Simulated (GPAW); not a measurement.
## Quasiparticle gap of PbF2 (Fluorocronite) in GPAW

How does a plane-wave GW calculation on PbF2 (Fluorocronite) run from the first input to the gap?

Main program and level: GPAW 26.7.0; PBE and many-body steps on it, plane waves.

Most raw output is cut from this account.

The database entry behind the starting cell differs from later determinations by our own check (0.1 to 0.3 % short, probably kX units), so it need not match the best structure at ambient conditions.

### 1. The starting structure

The structure is cubic, space group Fm-3m (No. 225). The conventional cell has a = 5.927 Å, b = 5.927 Å, c = 5.927 Å, α = 90.00°, β = 90.00°, γ = 90.00°. Pb has 8 F at 2.57 Å nearest. F has 4 Pb at 2.57 Å nearest. Farther neighbours and most contacts between anions are not listed.

The cell and positions come from the Crystallography Open Database and are kept as given unless a step says otherwise. This is not the form that PbF2 usually takes at ambient conditions. Spin-orbit coupling is left out unless a step names it.

### 2. Ground state

This step: GPAW 26.7.0; DFT, PBE, plane waves, PAW.

The ground-state density comes first.

Input file run.py:

```python
import json
import numpy as np
from gpaw.mpi import world
from ase import Atoms
from gpaw import GPAW, PW, FermiDirac

atoms = Atoms(['Pb', 'F', 'F'],
    cell=[[0.0000000000, 2.9636600000, 2.9636600000],
      [2.9636600000, 0.0000000000, 2.9636600000],
      [2.9636600000, 2.9636600000, 0.0000000000]],
    scaled_positions=[[0.0000000000, 0.0000000000, 0.0000000000],
      [0.2500000000, 0.2500000000, 0.2500000000],
      [0.7500000000, 0.7500000000, 0.7500000000]],
    pbc=(True, True, True))
calc = GPAW(mode=PW(600),
    xc='PBE',
    kpts={'size': (8, 8, 8), 'gamma': True},
    occupations=FermiDirac(0.001),
    nbands=-7,
    convergence={'density': 1e-6, 'bands': -3},
    maxiter=100,
    txt='gs.txt')
atoms.calc = calc
res = {'energy': atoms.get_potential_energy()}
kpts = calc.get_ibz_k_points()
res['kpts'] = kpts
res['eigenvalues'] = [calc.get_eigenvalues(kpt=k) for k in range(len(kpts))]
res['n_electrons'] = calc.get_number_of_electrons()
calc.write('gs.gpw')

if world.rank == 0:
    with open('result.json', 'w') as f:
        json.dump(res, f, default=lambda x: x.tolist())
```

Command:

```sh
> mpirun -n 4 gpaw python run.py
```

Elapsed: 6.8 s, on 4 MPI ranks of Arm Neoverse V2, shared host; peak memory 0.76 GiB; 27 s of CPU time.

Numbers from this step:

```
total energy               : -14.38 eV
gap                        : 4.345 eV
k of the valence top       : 0.5, 0.25, -0.25
k of the conduction bottom : 0.5, 0.5, 0
least direct gap           : 4.491 eV
```

The gap is indirect, with the least direct gap 0.15 eV higher.

### 3. Empty states on the mesh, 4×4×4 mesh, 344 bands

The sums over transitions need many empty states on a uniform mesh; this step solves for them.

Input file run.py:

```python
import json
import numpy as np
from gpaw.mpi import world
from gpaw import GPAW

calc = GPAW('gs.gpw').fixed_density(kpts={'size': (4, 4, 4), 'gamma': True},
    parallel={'domain': 1, 'band': 1},
    txt='nscf.txt')
calc.diagonalize_full_hamiltonian(nbands=344)
calc.write('full.gpw', mode='all')
res = {}
kpts = calc.get_ibz_k_points()
res['kpts'] = kpts
res['eigenvalues'] = [calc.get_eigenvalues(kpt=k) for k in range(len(kpts))]
res['n_electrons'] = calc.get_number_of_electrons()

if world.rank == 0:
    with open('result.json', 'w') as f:
        json.dump(res, f, default=lambda x: x.tolist())
```

Command:

```sh
> mpirun -n 4 gpaw python run.py
```

Wall time 13 s (4 MPI ranks); peak memory 1.7 GiB.

This step gave:

```
gap                                                           : 4.345 eV
k of the valence top                                          : 0.5, 0.25, -0.25
k of the conduction bottom                                    : 0.5, 0.5, 0
least direct gap                                              : 4.491 eV
k points computed                                             : 8
lowest point of the top converged band, above the valence top : 191.2408 eV
```

On this mesh the gap is 4.345 eV.

### 4. Screening and self-energy, 4×4×4 mesh, 155 bands, screening to 120 eV

G0W0 replaces the xc potential by the self-energy, built once from these orbitals. Only a window of levels is corrected, while the sums run over the empty bands that the input names.

This step: G0W0 on PBE, plane waves, PAW.

Input file run.py:

```python
import json
import numpy as np
from gpaw.mpi import world
from gpaw.response.g0w0 import G0W0

gw = G0W0('full.gpw',
    filename='gw',
    kpts=[0, 3, 5],
    bands=(12, 16),
    ecut=120,
    nbands=155,
    integrate_gamma='WS',
    ppa=True)
gw.calculate()
res = {mode: {k: v for k, v in r.items() if k != 'sigma_eskwn'}
       for mode, r in gw.all_results.items()}

if world.rank == 0:
    with open('result.json', 'w') as f:
        json.dump(res, f, default=lambda x: x.tolist())
```

Command:

```sh
> mpirun -n 4 gpaw python run.py
```

Elapsed: 49 s, on 4 MPI ranks; peak memory 1.4 GiB; 3.3 min of CPU time.

This step gave:

- G0W0 gap on the points computed: 6.040 eV
- least direct G0W0 gap on the computed points: 6.241 eV
- Z at the valence top: 0.7930
- Z at the conduction bottom: 0.8558
- starting gap on the mesh: 4.345 eV
- k of the valence top: 0.5, 0.25, -0.25
- k of the conduction bottom: 0.5, 0.5, 0

The gap on the mesh goes from 4.35 eV to 6.04 eV, a correction of +1.69 eV.

Limits: finite bands, cutoff and mesh; no spin-orbit coupling; coarse k mesh. v1 is the top filled band, c1 the lowest empty one. The levels before and after the correction (eV, zero at the valence-band top of each column):

|  | conduction bottom | valence top |
| --- | --- | --- |
| Kohn-Sham | 4.35 | 0.00 |
| G0W0 | 6.04 | 0.00 |

|  | level | energy (eV) |
| --- | --- | --- |
| Kohn-Sham | (0.5 0.25 -0.25) v2 | -1.546 |
| Kohn-Sham | (0.5 0.25 -0.25) v1 | 0.000 |
| Kohn-Sham | (0.5 0.25 -0.25) c1-c2 | 5.993 |
| Kohn-Sham | (0.5 0.5 0) v2 | -1.609 |
| Kohn-Sham | (0.5 0.5 0) v1 | -0.145 |
| Kohn-Sham | (0.5 0.5 0) c1 | 4.345 |
| Kohn-Sham | (0.5 0.5 0) c2 | 7.834 |
| G0W0 | (0.5 0.25 -0.25) v2 | -1.713 |
| G0W0 | (0.5 0.25 -0.25) v1 | 0.000 |
| G0W0 | (0.5 0.25 -0.25) c1-c2 | 7.990 |
| G0W0 | (0.5 0.5 0) v2 | -1.785 |
| G0W0 | (0.5 0.5 0) v1 | -0.201 |
| G0W0 | (0.5 0.5 0) c1 | 6.040 |
| G0W0 | (0.5 0.5 0) c2 | 10.209 |

### 5. Where the time went

Times are wall times on 4 MPI ranks of Arm Neoverse V2, shared host, good to a factor of about two.

| step | time | share | memory (GiB) |
| --- | --- | --- | --- |
| ground state | 6.8 s | 10 % | 0.76 |
| empty states on the mesh | 13 s | 19 % | 1.7 |
| screening and self-energy | 49 s | 71 % | 1.4 |

### 6. Outcome

| Item | Value |
| --- | --- |
| PBE gap | 4.35 eV, indirect |
| G0W0 gap on the mesh | 6.04 eV |
| GW settings | 4×4×4 mesh, 155 bands, screening to 120 eV, Godby-Needs plasmon pole |
| known limits | not at the basis limit; no spin-orbit coupling; coarse k mesh |

**Reading.** G0W0 moves the gap on the mesh from 4.35 eV to 6.04 eV (+1.69 eV), with Z of 0.79 and 0.86 at the edges. Only 3 of the mesh's irreducible points were corrected, so a valley elsewhere could overtake. The dearest step here is «screening and self-energy». Bands and cutoff are finite, so the gap is not at the basis limit. The miss can reach some tenths of an eV and take either sign; the mesh is an error of its own. These stock PAW sets were not made for GW. In the G0W0 run levels were corrected at 3 k points alone, so a gap called «on the mesh» is the least over those, and an edge elsewhere would be missed. The 4×4×4 mesh is coarse for this cell, which bears on the long-range parts of exchange and screening. Where an edge is built on 6p states of lead, bismuth or thallium, scalar-relativistic gaps usually stand too wide, by a few tenths to over one eV. The many-body steps are scalar-relativistic: spin-orbit coupling is not in them.

[Paths, hosts, dates, memory and timing lines, banners, echoed tables and standing remarks are left out of the program output.]

[Logs are printed without paths, hosts, clocks, repeated set-up lines and the standing remarks that a program may print on its own settings, such as how far it seeks lower states.]

[Runs of the session that timed out or met a known fault of the program may be left out.]

[Hosts, paths, dates, database ids (printed as entryN), source tags and the programs' standing remarks are cut or masked in the printed files.]
